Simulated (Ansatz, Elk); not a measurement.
# AlSn3B4: X-ray structure factors from the self-consistent density

Structure refinements treat a crystal as free atoms side by side. For a made-up structure of AlSn3B4 (cell and positions from a r2SCAN relaxation) the runs below show what the calculated density changes in F(hkl).

Program: Elk 11.2.3 (patched build). Level of theory: DFT, PBE, all-electron APW+lo, Dirac cores, scalar-relativistic bands, static density, no spin. Results are calculated unless marked as measured.

The structure was built from a prototype and need not be the compound's stable phase.

## (1) The starting structure

It takes space group Pm (No. 6, monoclinic). The conventional cell has a = 5.595 Å, b = 3.755 Å, c = 6.577 Å, α = 90.00°, β = 90.27°, γ = 90.00°. Nearest to Sn lie 4 B at 2.25 to 2.40 Å. Sn has 4 B at 2.25 to 2.33 Å nearest. Sn has 4 B at 2.24 to 2.36 Å nearest. Al has 4 B at 2.11 to 2.23 Å nearest. Nearest to B lie 1 Al at 2.11 Å and 3 Sn at 2.31 to 2.36 Å. Nearest to B lie 4 Sn at 2.25 to 2.33 Å. Farther neighbours are not listed.

## (2) Ground state and structure factors

An all-electron density is needed, since X-rays see the cores too. Task 0 finds the density and task 195 Fourier-transforms it; tshift is off so that phases refer to the origin typed.

The input, elk.in:

```
tasks
  0
  195

xctype
  20

spinpol
  .false.

rgkmax
  7.0

gmaxvr
  14.0

lmaxo
  7

lmaxapw
  8

swidth
  0.002

tshift
  .false.

ramdisk
  .false.

hmaxvr
  5.5

maxscl
  120

epspot
  1e-06

sppath
  './'

avec
  12.42861186348 0.00000000000 0.03744291666
  0.00000000000 7.09629596585 0.00000000000
  0.01872848439 0.00000000000 10.57380663897

atoms
  3
  'Sn.in'
  3
  -0.0185856701 -0.0000000000 0.8208327327   0.000000 0.000000 0.000000
  0.4759219449 0.0000000000 0.1877220825   0.000000 0.000000 0.000000
  0.4795310641 0.5000000000 0.6761844075   0.000000 0.000000 0.000000
  'Al.in'
  1
  -0.0245414022 0.5000000000 0.3120540196   0.000000 0.000000 0.000000
  'B.in'
  4
  0.6540814865 0.5000000000 0.3073347839   0.000000 0.000000 0.000000
  0.6399157329 -0.0000000000 0.8170740275   0.000000 0.000000 0.000000
  0.1341896251 0.0000000000 0.2093884659   0.000000 0.000000 0.000000
  0.1391872189 0.5000000000 0.6611094805   0.000000 0.000000 0.000000

ngridk
  4 6 4
```

Run with:

```bash
OMP_NUM_THREADS=4 elk
```

Numbers of over 12 decimals in the logs are rounded to 6 here.

The program printed:

```text
┌─────────────────────────┐
│ Elk code version 11.2.3 │
└─────────────────────────┘

All units are atomic (Hartree, Bohr, etc.)

┌─────────────────────────────────────────────────┐
│ Ground-state run starting from atomic densities │
└─────────────────────────────────────────────────┘

Lattice vectors :
   12.42861186       0.000000000      0.3744291666E-01
   0.000000000       7.096295966       0.000000000
  0.1872848439E-01   0.000000000       10.57380664

Reciprocal lattice vectors :
  0.5055446983       0.000000000     -0.8954283271E-03
   0.000000000      0.8854175950       0.000000000
 -0.1790184808E-02   0.000000000      0.5942248661

Unit cell volume      :    932.5741922
Brillouin zone volume :   0.2659844284

Muffin-tin inner radius fraction :   0.1000000000E-01

Nuclei treated as point charges

Species : 1 (Sn)
 parameters loaded from : Sn.in
 name : tin
 nuclear charge    :   -50.00000000
 electronic charge :    50.00000000
 atomic mass :    216395.0922
 muffin-tin radius :    2.472236553
 number of radial points in muffin-tin :   1193
 inner part over the whole radius :   0.9925112871E-02
 number on inner part of muffin-tin    :    849
 approximate nuclear radius :   0.8828114845E-04
 number of mesh points to nuclear radius :    429
 atomic positions (lattice), magnetic fields (Cartesian) :
  1 :   0.98141433  0.00000000  0.82083273    0.00000000  0.00000000  0.00000000
  2 :   0.47592194  0.00000000  0.18772208    0.00000000  0.00000000  0.00000000
  3 :   0.47953106  0.50000000  0.67618441    0.00000000  0.00000000  0.00000000

Species : 2 (Al)
 parameters loaded from : Al.in
 name : aluminium
 nuclear charge    :   -13.00000000
 electronic charge :    13.00000000
 atomic mass :    49184.33496
 muffin-tin radius :    2.200000000
 number of radial points in muffin-tin :    793
 inner part over the whole radius :   0.9821194981E-02
 number on inner part of muffin-tin    :    552
 approximate nuclear radius :   0.5839653600E-04
 number of mesh points to nuclear radius :    244
 atomic positions (lattice), magnetic fields (Cartesian) :
  1 :   0.97545860  0.50000000  0.31205402    0.00000000  0.00000000  0.00000000

Species : 3 (B)
 parameters loaded from : B.in
 name : boron
 nuclear charge    :   -5.000000000
 electronic charge :    5.000000000
 atomic mass :    19707.24742
 muffin-tin radius :    1.711548383
 number of radial points in muffin-tin :    593
 inner part over the whole radius :   0.9873673655E-02
 number on inner part of muffin-tin    :    404
 approximate nuclear radius :   0.4534157419E-04
 number of mesh points to nuclear radius :    162
 atomic positions (lattice), magnetic fields (Cartesian) :
  1 :   0.65408149  0.50000000  0.30733478    0.00000000  0.00000000  0.00000000
  2 :   0.63991573  0.00000000  0.81707403    0.00000000  0.00000000  0.00000000
  3 :   0.13418963  0.00000000  0.20938847    0.00000000  0.00000000  0.00000000
  4 :   0.13918722  0.50000000  0.66110948    0.00000000  0.00000000  0.00000000

Total number of atoms per unit cell :    8
Total muffin-tin volume :    318.4896778
 ratio of muffin-tin to unit cell volume :   0.3415167184

Spin treatment :
 spin-unpolarised

Number of Bravais lattice symmetries :    4
Number of crystal symmetries         :    2
Crystal has no inversion symmetry
Complex Hermitian eigensolver will be used

k-point grid :      4     6     4
k-point offset :    0.000000000       0.000000000       0.000000000
k-point set is reduced with full crystal symmetry group
Total number of k-points :       64

Muffin-tin radius times maximum |G+k| :    7.000000000
 using average radius
Maximum |G+k| for APW functions       :    3.401587154
Maximum (1/2)|G+k|²                   :    5.785397581
Maximum |G| for potential and density :    14.00000000
Constant for pseudocharge density :    9
 order of it for each species :   16  16  16
 order of it for pair densities of each species (exact exchange by exxq0 0: 17) :   14  11   5
Radial integration step length :    1

[...]
Density of states at Fermi energy :    118.8304492
 (states/Hartree/unit cell)

Estimated indirect band gap :   0.2307111381E-02
 from k-point 37 to k-point 11
Estimated direct band gap   :   0.4108747632E-02
 at k-point 11

Charges :
 core                        :    102.0000000
 valence                     :    81.00000000
 interstitial                :    13.06494286
 muffin-tins (core leakage)
  species : 1 (Sn)
[...]
species : 2 (Al)
[...]
species : 3 (B)
[...]
total in muffin-tins        :    169.9350571
 total calculated charge     :    182.9995175
 total charge                :    183.0000000
 error                       :   0.4824632308E-03

RMS change in Kohn-Sham potential (target) :    2.975914318     (  0.1000000000E-05)
Absolute change in total energy (target)   :    1.266456973     (  0.1000000000E-03)

[... loops 3 to 20 left out ...]

┌──────────────────┐
│ Loop number : 21 │
└──────────────────┘

Energies :
 Fermi                       :     0.209824
 sum of occupied eigenvalues :     -11371.458809064
 electron kinetic            :      19857.111811040
 core electron kinetic       :      19072.070566952
 Coulomb                     :     -38205.519817219
 Coulomb potential           :     -30536.445332819
 nuclear-nuclear             :     -1754.3673257878
 electron-nuclear            :     -42396.851767159
 Hartree                     :      5945.6992757279
 Madelung                    :     -22937.297150810
 xc potential                :     -692.12528728527
 exchange                    :     -521.53132492832
 correlation                 :     -9.285839
 electron entropic           :    -0.14804382270560E-02
 total energy                :     -18879.226650502

Density of states at Fermi energy :    116.2824339
 (states/Hartree/unit cell)

Estimated indirect band gap :   0.3017847148E-03
 from k-point 21 to k-point 33
Estimated direct band gap   :   0.1932935566E-02
 at k-point 53

Charges :
 core                        :    102.0000000
 valence                     :    81.00000000
 interstitial                :    13.32994768
 muffin-tins (core leakage)
  species : 1 (Sn)
[...]
species : 2 (Al)
[...]
species : 3 (B)
[...]
total in muffin-tins        :    169.6700523
 total calculated charge     :    182.9993513
 total charge                :    183.0000000
 error                       :   0.6486934593E-03

RMS change in Kohn-Sham potential (target) :   0.7731757551E-06 (  0.1000000000E-05)
Absolute change in total energy (target)   :   0.1379012974E-04 (  0.1000000000E-03)

Convergence targets achieved

┌──────────────────┐
│ Loop number : 22 │
└──────────────────┘

Energies :
 Fermi                       :     0.209824
 sum of occupied eigenvalues :     -11371.458812649
 electron kinetic            :      19857.111811741
 core electron kinetic       :      19072.070565789
 Coulomb                     :     -38205.519819971
 Coulomb potential           :     -30536.445319800
 nuclear-nuclear             :     -1754.3673257878
 electron-nuclear            :     -42396.851785626
 Hartree                     :      5945.6992914423
 Madelung                    :     -22937.297160071
 xc potential                :     -692.12530459019
 exchange                    :     -521.53132506272
 correlation                 :     -9.285839
 electron entropic           :    -0.14804375252717E-02
 total energy                :     -18879.226652694

Density of states at Fermi energy :    116.2823559
 (states/Hartree/unit cell)

Estimated indirect band gap :   0.3017462571E-03
 from k-point 21 to k-point 33
Estimated direct band gap   :   0.1932932710E-02
 at k-point 53

Charges :
 core                        :    102.0000000
 valence                     :    81.00000000
 interstitial                :    13.32994757
 muffin-tins (core leakage)
  species : 1 (Sn)
[...]
species : 2 (Al)
[...]
species : 3 (B)
[...]
atom 2                    :    3.632164789     (  0.1242311984E-03)
   atom 3                    :    3.597170770     (  0.1235342351E-03)
   atom 4                    :    3.613030170     (  0.1238071565E-03)
 total in muffin-tins        :    169.6700524
 total calculated charge     :    182.9993513
 total charge                :    183.0000000
 error                       :   0.6486933484E-03

┌──────────────────────────────┐
│ Self-consistent loop stopped │
└──────────────────────────────┘

Warning : core states of species 1 leak from the muffin-tin :   0.1436874432E-03

Warning : core states of species 2 leak from the muffin-tin :   0.4744452325E-03

Warning : core states of species 3 leak from the muffin-tin :   0.1242722990E-03

Wrote STATE.OUT
```

Run time: 4.7 min. Hardware: 4 threads of Arm Neoverse V2, shared host; peak memory 0.25 GiB.

SFACRHO.OUT:

```text

h k l indices transformed by vhmat matrix:
   1.000000000       0.000000000       0.000000000    
   0.000000000       1.000000000       0.000000000    
   0.000000000       0.000000000       1.000000000    

      h      k      l  multipl.   |H|            Re(F)            Im(F)           |F|

      0      0      0      1   0.0000000       183.00000      0.12430051E-16   183.00000    
      1      0      0      1  0.50554549      -34.868899       5.5449181       35.307028    
     -1      0      0      1  0.50554549      -34.868899      -5.5449181       35.307028    
      0      0     -1      1  0.59422756       11.735806       29.632614       31.871946    
      0      0      1      1  0.59422756       11.735806      -29.632614       31.871946    
      1      0      1      1  0.77833697       13.035103      -33.915092       36.333833    
     -1      0     -1      1  0.77833697       13.035103       33.915092       36.333833    
     -1      0      1      1  0.78202100       21.700233      -28.663791       35.951537    
      1      0     -1      1  0.78202100       21.700233       28.663791       35.951537    
      0     -1      0      2  0.88541759       33.841108      0.18033452E-13   33.841108    
      2      0      0      1   1.0110910       131.63010      -23.122571       133.64557    
     -2      0      0      1   1.0110910       131.63010       23.122571       133.64557    
      1      1      0      2   1.0195786       32.855167      -2.4038708       32.942990    
     -1      1      0      2   1.0195786       32.855167       2.4038708       32.942990    
      0     -1     -1      2   1.0663352       62.912394      -29.810635       69.617838    
      0      1      1      2   1.0663352       62.912394       29.810635       69.617838    
     -2      0     -1      1   1.1703260       7.1849397       31.555057       32.362709    
      2      0      1      1   1.1703260       7.1849397      -31.555057       32.362709
```

Elk indexes on the primitive cell of elk.in and gives |H| = 4π sin θ/λ in inverse bohr. Below, one row stands for each form hkl of the conventional cell (m members, Friedel mates merged), F is for one primitive cell and the density is static (no thermal factor). Free-atom factors are Waasmaier and Kirfel's, and R is Σm||F|−|F'||/Σm|F|.

| hkl | m | sin θ/λ (Å⁻¹) | abs F, DFT | neutral atoms | diff. | abs of complex diff. |
| --- | --- | --- | --- | --- | --- | --- |
| 001 | 2 | 0.076 | 35.307 | 35.393 | -0.086 | 0.088 |
| 100 | 2 | 0.089 | 31.872 | 32.013 | -0.141 | 0.146 |
| 1 0 -1 | 2 | 0.117 | 36.334 | 36.408 | -0.074 | 0.083 |
| 101 | 2 | 0.118 | 35.952 | 36.153 | -0.202 | 0.202 |
| 010 | 2 | 0.133 | 33.841 | 33.921 | -0.080 | 0.080 |
| 002 | 2 | 0.152 | 133.645 | 133.975 | -0.329 | 0.983 |
| 011 | 4 | 0.153 | 32.943 | 33.010 | -0.066 | 0.067 |
| 110 | 4 | 0.160 | 69.618 | 69.170 | +0.447 | 0.535 |
| 1 0 -2 | 2 | 0.176 | 32.363 | 32.299 | +0.063 | 0.066 |
| 102 | 2 | 0.177 | 28.898 | 28.913 | -0.015 | 0.028 |
| 1 1 -1 | 4 | 0.177 | 117.960 | 118.222 | -0.262 | 0.789 |
| 111 | 4 | 0.178 | 116.483 | 116.938 | -0.455 | 0.858 |
| 200 | 2 | 0.179 | 99.020 | 98.199 | +0.821 | 0.861 |
| 2 0 -1 | 2 | 0.194 | 96.218 | 96.687 | -0.469 | 0.680 |
| 201 | 2 | 0.195 | 98.710 | 98.827 | -0.116 | 0.568 |
| 012 | 4 | 0.202 | 31.635 | 31.578 | +0.058 | 0.067 |
| 1 1 -2 | 4 | 0.221 | 61.172 | 61.214 | -0.042 | 0.173 |
| 112 | 4 | 0.221 | 54.984 | 55.068 | -0.084 | 0.090 |

## (3) The highest occupied states alone

An energy window below the Fermi level keeps the highest occupied states, to see at which angles they scatter; shallow core shells can lie inside it and anion s states outside. No new self-consistency is needed.

elk.in, as its differences from that of step 2:

```diff
@@ -1,3 +1,2 @@
 tasks
-  0
   195
@@ -40,2 +39,5 @@
 
+wsfac
+  -0.231170 0.509820
+
 sppath
```

Run with:

```bash
OMP_NUM_THREADS=4 elk
```

The program printed:

```text
┌─────────────────────────────────┐
│ Elk code version 11.2.3 started │
└─────────────────────────────────┘

Info(readinput): the functional depends on the density's gradient
 muffin-tin radial points multiplied by    2.00000
 (not where nrmtscf is given)

┌────────────────────┐
│ Current task : 195 │
└────────────────────┘
Info(checkmt): changed muffin-tin radius of species 1 (Sn) from   2.6000 to   2.4722
Info(checkmt): changed muffin-tin radius of species 3 (B) from   1.8000 to   1.7115

Info(sfacrho): density structure factors written to SFACRHO.OUT

 Energy window :  -0.2311700000      0.5098200000

┌──────────────────┐
│ Elk code stopped │
└──────────────────┘
```

The job ended after 19 s (4 threads; peak memory 0.16 GiB; 24 s of CPU time).

States within 12 eV below the Fermi level hold 27.00 electrons; any levels below the window count with the cores. Their amplitudes can exceed the total, where window and core parts have opposite phase:

| hkl | sin θ/λ (Å⁻¹) | abs F, window | abs F, all |
| --- | --- | --- | --- |
| 001 | 0.076 | 0.386 | 35.307 |
| 100 | 0.089 | 0.380 | 31.872 |
| 1 0 -1 | 0.117 | 0.566 | 36.334 |
| 101 | 0.118 | 0.498 | 35.952 |
| 010 | 0.133 | 0.261 | 33.841 |
| 002 | 0.152 | 5.552 | 133.645 |
| 011 | 0.153 | 0.141 | 32.943 |
| 110 | 0.160 | 3.523 | 69.618 |
| 1 0 -2 | 0.176 | 0.531 | 32.363 |
| 102 | 0.177 | 0.228 | 28.898 |

## (4) Another functional

The difference from free atoms is small, so it is set against the change that LDA (Perdew-Wang) makes.

elk.in, as its differences from that of step 3:

```diff
@@ -1,2 +1,3 @@
 tasks
+  0
   195
@@ -4,3 +5,3 @@
 xctype
-  20
+  3
 
@@ -39,5 +40,2 @@
 
-wsfac
-  -0.231170 0.509820
-
 sppath
```

Run with:

```bash
OMP_NUM_THREADS=4 elk
```

The program printed:

```text
┌─────────────────────────┐
│ Elk code version 11.2.3 │
└─────────────────────────┘

All units are atomic (Hartree, Bohr, etc.)

┌─────────────────────────────────────────────────┐
│ Ground-state run starting from atomic densities │
└─────────────────────────────────────────────────┘

Lattice vectors :
   12.42861186       0.000000000      0.3744291666E-01
   0.000000000       7.096295966       0.000000000
  0.1872848439E-01   0.000000000       10.57380664

Reciprocal lattice vectors :
[...]
atom 4                    :    3.602937674     (  0.1306064154E-03)
 total in muffin-tins        :    169.7457819
 total calculated charge     :    182.9993071
 total charge                :    183.0000000
 error                       :   0.6928645464E-03

┌──────────────────────────────┐
│ Self-consistent loop stopped │
└──────────────────────────────┘

Warning : core states of species 1 leak from the muffin-tin :   0.1420800194E-03

Warning : core states of species 2 leak from the muffin-tin :   0.5019849715E-03

Warning : core states of species 3 leak from the muffin-tin :   0.1310997313E-03

Wrote STATE.OUT
[key lines of the parts left out:]
total energy                :     -18861.471946407
```

It took 3.6 min on 4 threads; peak memory 0.23 GiB; 14 min of CPU time.

Against the first run R = 0.04 %; the largest change is -0.089 at 004.

## (5) A coarser k-mesh

About half the k-points along each axis test the sampling.

elk.in, as its differences from that of step 4:

```diff
@@ -5,3 +5,3 @@
 xctype
-  3
+  20
 
@@ -66,2 +66,2 @@
 ngridk
-  4 6 4
+  2 3 2
```

Run with:

```bash
OMP_NUM_THREADS=4 elk
```

The program printed:

```text
┌─────────────────────────┐
│ Elk code version 11.2.3 │
└─────────────────────────┘

All units are atomic (Hartree, Bohr, etc.)

┌─────────────────────────────────────────────────┐
│ Ground-state run starting from atomic densities │
└─────────────────────────────────────────────────┘

Lattice vectors :
   12.42861186       0.000000000      0.3744291666E-01
   0.000000000       7.096295966       0.000000000
  0.1872848439E-01   0.000000000       10.57380664

Reciprocal lattice vectors :
[...]
atom 4                    :    3.616154204     (  0.1238781250E-03)
 total in muffin-tins        :    169.6688050
 total calculated charge     :    182.9993321
 total charge                :    183.0000000
 error                       :   0.6679413732E-03

┌──────────────────────────────┐
│ Self-consistent loop stopped │
└──────────────────────────────┘

Warning : core states of species 1 leak from the muffin-tin :   0.1436460193E-03

Warning : core states of species 2 leak from the muffin-tin :   0.4743587031E-03

Warning : core states of species 3 leak from the muffin-tin :   0.1243075408E-03

Wrote STATE.OUT
[key lines of the parts left out:]
total energy                :     -18879.211302546
```

Elapsed: 70 s, on 4 threads; peak memory 0.25 GiB.

Against the first run R = 0.02 %; the largest change is -0.062 at 310.

## (6) Settings against the effect

| run | R against the first run (%) | R against neutral atoms, low angle (%) | wall time |
| --- | --- | --- | --- |
| PBE, rgkmax 7 | 0.00 | 0.28 | 4.7 min |
| LDA (Perdew-Wang) | 0.04 | 0.27 | 3.6 min |
| k-mesh 2×3×2 | 0.02 | 0.27 | 70 s |

## (7) What came out

```json
{"R against neutral atoms, sin θ/λ < 0.3 Å⁻¹": "0.28 %", "R against neutral atoms, 0.3 to 0.47 Å⁻¹": "0.14 %"}
```

Independent neutral atoms miss the calculated amplitudes by R = 0.28 % below 0.3 Å⁻¹ and 0.14 % from there to 0.47 Å⁻¹; by shells, 0.34 % below 0.15 Å⁻¹ (5 forms), 0.27 % 0.15 to 0.3 (37 forms), 0.14 % 0.3 to 0.45 (88 forms), 0.12 % above 0.45 (19 forms). Bonding, aspherical density and the tables' own atoms all enter these figures, and the runs don't part them. The largest change of an amplitude is +0.82 electrons, at 200. R counts amplitudes alone; phases shift too. The window's part falls from 27.0 electrons at the origin to at most 0.28 between 0.45 and 0.47 Å⁻¹. Below 0.3 Å⁻¹ the changes that finished (LDA (Perdew-Wang) and k-mesh 2×3×2) move F by R = 0.03 % at most, against the 0.28 % that separates it from free atoms. The basis has no finished test. Part of the difference isn't bonding: the tables are fits to free atoms and ions calculated by other methods than this functional. Thermal motion, anomalous dispersion and extinction are left out.

[Logs are printed without paths, hosts, clocks, repeated set-up lines and the standing remarks that a program may print on its own settings, such as how far it seeks lower states.]

[Hosts, paths, dates, database ids (printed as entryN), source tags and the programs' standing remarks are cut or masked in the printed files.]
